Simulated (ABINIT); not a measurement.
# Calculated records

## Quasiparticle gap of Diamond (Fd-3m, 2 atoms a cell) in ABINIT

Symmetry: Fd-3m, No. 227, cubic system. The conventional cell has a = 3.567 Å, b = 3.567 Å, c = 3.567 Å, α = 90.00°, β = 90.00°, γ = 90.00°. C has 4 C at 1.54 Å nearest.

* method: RPA screening on LDA, plane waves, norm-conserving pseudopotentials (and 2 further levels or steps)
* program: ABINIT 10.8.3
* settings: cutoff 37 Ha, PseudoDojo scalar-relativistic 0.4.1 standard, norm-conserving, potential set dojo-sr-lda-0.4.1-standard, ngkpt (6, 6, 6), nband 46, ecuteps 9.7 Ha, inclvkb 2, shiftk (0, 0, 0), symchi 1, awtr 1, frequency ppm, 6×6×6 k-mesh
* cost: 5 runs, 26 s in all on 4 MPI ranks of Arm Neoverse V1, shared host
* notes: The cell and positions come from the Crystallography Open Database and are kept as given unless a step says otherwise. The 6×6×6 mesh is coarse for this cell, which bears on the long-range parts of exchange and screening.
* LDA gap: 4.14 eV, indirect
* G0W0 gap on the mesh: 5.64 eV
* GW settings: 6×6×6 mesh, 46 bands, screening to 264 eV, Godby-Needs plasmon pole
* known limits: short of the basis limit; coarse k mesh

G0W0 moves the gap on the mesh from 4.16 eV to 5.64 eV (+1.48 eV), with Z of 0.83 and 0.84 at the edges. Local fields lower the RPA ε∞ on this mesh from 6.22 to 5.77; a Γ-centred mesh this coarse tends to raise both, most where the direct gap is narrow, while a short band sum lowers them.

[Paths, hosts, dates, memory and timing lines, banners, echoed tables and standing remarks are left out of the program output; an Ansatz launch command may be rebuilt from the run's recorded settings. Measured values are a selection of at most five: reports struck by readers or far from the other reports are left out. None is set beside runs whose start may be inverted or whose files or cutoffs have a known fault.]

[Runs of the session that timed out or met a known fault of the program may be left out.]

[Hosts, paths, dates, database ids (printed as entryN), source tags and the programs' standing remarks are cut or masked in the printed files.]

[G0W0 gaps are taken among the corrected bands and points alone; a level outside them can change the order at an edge.]

[Where Ansatz stands beside ABINIT at settings called matched, ABINIT's density can come from a denser mesh and the files from another edition; pairs whose starting gaps differed by over 0.03 eV were left out, so agreement reads better than it is.]
